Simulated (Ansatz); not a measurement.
**SrTiO3 (I4/mcm): a many-body input that goes wrong, and its mend**

A first try at the G0W0 gap of SrTiO3 (I4/mcm), what the program said, and an input that works.

Main program and level: Ansatz 0.2.0; G0W0 on PBE, plane waves, PAW.

### Step 1. Set-up

The structure is tetragonal, space group I4/mcm (No. 140). The conventional cell has a = 5.511 Å, b = 5.511 Å, c = 7.796 Å, α = 90.00°, β = 90.00°, γ = 90.00°. Sr has 12 O at 2.73 to 2.78 Å nearest. Ti has 6 O at 1.95 Å nearest. O has 2 Ti at 1.95 Å and 4 Sr at 2.76 Å nearest. O has 2 Ti at 1.95 Å and 4 Sr at 2.73 to 2.78 Å nearest. Farther neighbours and most contacts between anions are not listed.

As a file:

```cif
data_structure
_symmetry_space_group_name_H-M 'I4/mcm'
_symmetry_Int_Tables_number 140
_cell_length_a 5.5110
_cell_length_b 5.5110
_cell_length_c 7.7960
_cell_angle_alpha 90.000
_cell_angle_beta 90.000
_cell_angle_gamma 90.000
_cell_volume 236.77
loop_
_atom_site_label
_atom_site_type_symbol
_atom_site_symmetry_multiplicity
_atom_site_Wyckoff_symbol
_atom_site_fract_x
_atom_site_fract_y
_atom_site_fract_z
_atom_site_occupancy
Sr1 Sr 4 b 0.00000 0.50000 0.25000 1
Ti1 Ti 4 c 0.00000 0.00000 0.00000 1
O1 O 4 a 0.00000 0.00000 0.25000 1
O2 O 8 h 0.24510 0.74510 0.00000 1
```

The cell and positions come from the Crystallography Open Database and are kept as given unless a step says otherwise. The default PAW set here is soft_2. Its files were made with PBE.

### Step 2. First try

input.yaml reads:

```yaml
crystal:
  lattice:
    - [-2.7555, 2.7555, 3.898]
    - [2.7555, -2.7555, 3.898]
    - [2.7555, 2.7555, -3.898]
  atoms:
    - { symbol: Sr, position: [0.75, 0.25, 0.5] }
    - { symbol: Sr, position: [0.25, 0.75, 0.5] }
    - { symbol: Ti, position: [0.0, 0.0, 0.0] }
    - { symbol: Ti, position: [0.5, 0.5, 0.0] }
    - { symbol: O, position: [0.25, 0.25, 0.0] }
    - { symbol: O, position: [0.75, 0.75, 0.0] }
    - { symbol: O, position: [0.7451, 0.2451, 0.9902] }
    - { symbol: O, position: [0.2451, 0.2549, 0.5] }
    - { symbol: O, position: [0.2549, 0.7549, 0.0098] }
    - { symbol: O, position: [0.7549, 0.7451, 0.5] }
kpoints:
  mp_grid: { grid: [4, 4, 4] }
hamiltonian:
  xc: pbe
scf:
  occupations: { method: fixed }
gw:
  n_empty_bands: 124
  ecut_chi: 60
  qp_bands: [v3, c3]
  qp_kpoints: band_edges
  screening: { model: contour_deformation }
  q_mesh: [5, 5, 5]
```

Launch:

```sh
ansatz run input.yaml --threads 3 --pin off --max-ram 92160MiB --backend cpu --events-out ev --progress --plain --runs-dir out
```

Numbers of over 12 decimals in the logs are rounded to 6 here.

The program printed:

```text
Error: 3 input errors — fix all and re-run
  1. invalid value for `gw.q_mesh`: axis 0: q-mesh dimension 5 must divide 4, the k-mesh dimension that kpoints.mp_grid.grid gives — every k−q must land on a point of the k-mesh
  2. invalid value for `gw.q_mesh`: axis 1: q-mesh dimension 5 must divide 4, the k-mesh dimension that kpoints.mp_grid.grid gives — every k−q must land on a point of the k-mesh
  3. invalid value for `gw.q_mesh`: axis 2: q-mesh dimension 5 must divide 4, the k-mesh dimension that kpoints.mp_grid.grid gives — every k−q must land on a point of the k-mesh
```

Elapsed: 0.06 s, on 3 threads of AMD EPYC 7R13 (Zen 3), shared host; peak memory 0.038 GiB.

**Diagnosis.**

The program refused the input before any cycle.

The program's message: “Error: 3 input errors — fix all and re-run”

The fault: q mesh that doesn't divide the k mesh. Each q must join two points of the k mesh.

### Step 3. A better input

Now the one-shot GW correction: screening in the RPA, then the self-energy of the levels asked for.

Edit input.yaml of step 2 so:

```diff
@@ -23,4 +23,4 @@
 gw:
-  n_empty_bands: 124
-  ecut_chi: 60
+  n_empty_bands: 493
+  ecut_chi: 150
   qp_bands: [v3, c3]
@@ -28,2 +28 @@
   screening: { model: contour_deformation }
-  q_mesh: [5, 5, 5]
```

Launch:

```sh
ansatz run input.yaml --threads 3 --pin off --max-ram 92160MiB --backend cuda --events-out ev --progress --plain --runs-dir out --devices 1 --max-vram 13GiB
```

The program printed:

```text
GPUs: using 1 of 1 available (devices: 1).
[...]
device memory: the entry about to start is reckoned to put 2.7 GiB on a device that reports 59.3 GiB free (of which the cap on the GPU budget leaves the run 13.0 GiB)
GPU FFT provider: cuFFT
GPU libraries: cuBLAS 13.8.2, cuFFT 12.4.0, cuSOLVER 12.3.4
Crystal: 10 atoms, lattice volume = 118.387 Å³
Basis set: ecut = 420 eV, 2277 PW (Γ)
Bands: 50, of which v1, the nominal top of the filled ones, is band 40 counted from 1 (39 counted from 0)
Symmetry: 16 space group operations
[...]
k-points: 13 of 64
[...]
GPU buffer pool allocated for 64000 grid points (all kernels)
GPU transforms: local potential and band sums: pruned to the plane-wave sphere, on 40×40×40
[...]
SCF iter   1: F=—  HF=-15508.912014 eV  |F-HF|=—  |Δ(HF+E_count)|=         —  Δρ=1.97e-3  dr2=2.34e-3  ethr=1.77e-3  ⟨swp⟩=4.8  Hψ=2568  notcnv=0  defer=76
[...]
0    38     10.0677   -26.0682     4.6446   -21.0074  0.7192     9.6480     9.6515  root
     0    39     10.0738   -26.0792     4.6427   -21.0213  0.7192     9.6551     9.6586  root
     0    40     10.0738   -26.0792     4.6427   -21.0213  0.7192     9.6551     9.6586  root
     0    41     11.9745   -12.6542    -6.4910   -20.2870  0.7405    13.1421    13.1163  root
     0    42     11.9745   -12.6542    -6.4910   -20.2870  0.7405    13.1421    13.1163  root
     0    43     11.9752   -12.6496    -6.4960   -20.2883  0.7405    13.1437    13.1179  root
     1    38      9.4918   -26.1139     4.4060   -21.2811  0.7265     9.0614     9.0650  root
     1    39      9.4919   -26.1151     4.4060   -21.2823  0.7265     9.0615     9.0651  root
[...]
12    40      9.9871   -25.9020     4.6414   -20.8370  0.7186     9.5597     9.5635  root
    12    41     12.1427   -12.9723    -6.7346   -20.8926  0.7338    13.3579    13.3283  root
    12    42     13.8930   -14.8422    -7.1608   -23.2092  0.6920    15.1464    15.0994  root
    12    43     13.8930   -14.8422    -7.1608   -23.2092  0.6920    15.1464    15.0994  root
[key lines of the parts left out:]
SCF converged after 6 iterations
Free energy (F): -15508.913692 eV
Fermi energy:    10.073781 eV
```

Elapsed: 37 s, on 1 × NVIDIA H100 80GB HBM3 (shared by 6 runs) with 3 threads; peak memory 2 GiB; 57 s of CPU time.

In the SCF lines HF is the Harris–Foulkes energy and dr2 the Hartree energy of the density residual, in eV; the loop may stop once dr2 is under the threshold and the program's other checks hold. Hψ counts applications of the Hamiltonian.

Numbers from this step:

```
bands summed                                 : 533
RPA ε∞ on this mesh (eigenvalues)            : 6.137, 6.137, 6.138
plane waves in the screening matrix          : 531
q-points in the mesh                         : 64
G0W0 gap on the mesh                         : 3.458 eV
k of the valence top                         : 0, 0, 0
k of the conduction bottom                   : 0, 0, 0
starting gap on the mesh                     : 1.901 eV
Z at the valence top                         : 0.7192
Z at the conduction bottom                   : 0.7405
least direct G0W0 gap on the computed points : 3.458 eV
```

The gap on the mesh goes from 1.90 eV to 3.46 eV, a correction of +1.56 eV. Between the two edge states, bare exchange in place of the xc potential would open the gap by 12.69 eV, and correlation takes back 11.13 eV.

### Step 4. What came out

* first try: refused after 0.06 s
* better run: G0W0 gap on the mesh 3.46 eV (4×4×4 mesh, 493 empty bands, screening to 150 eV)

What this shows: The second run differs in: empty bands, screening cutoff (eV) and q mesh. Bands and cutoff are finite, so the gap is not at the basis limit. The miss can reach some tenths of an eV and take either sign; the mesh is an error of its own. The many-body steps are scalar-relativistic: spin-orbit coupling is not in them.

[Paths, hosts, dates, memory and timing lines, banners, echoed tables and standing remarks are left out of the program output.]

[Logs are printed without paths, hosts, clocks, repeated set-up lines and the standing remarks that a program may print on its own settings, such as how far it seeks lower states.]

[Runs of the session that timed out or met a known fault of the program may be left out.]

[Cells called generated may have been cut or substituted from an entry of the Crystallography Open Database or the Materials Project.]

[Hosts, paths, dates, database ids (printed as entryN), source tags and the programs' standing remarks are cut or masked in the printed files.]
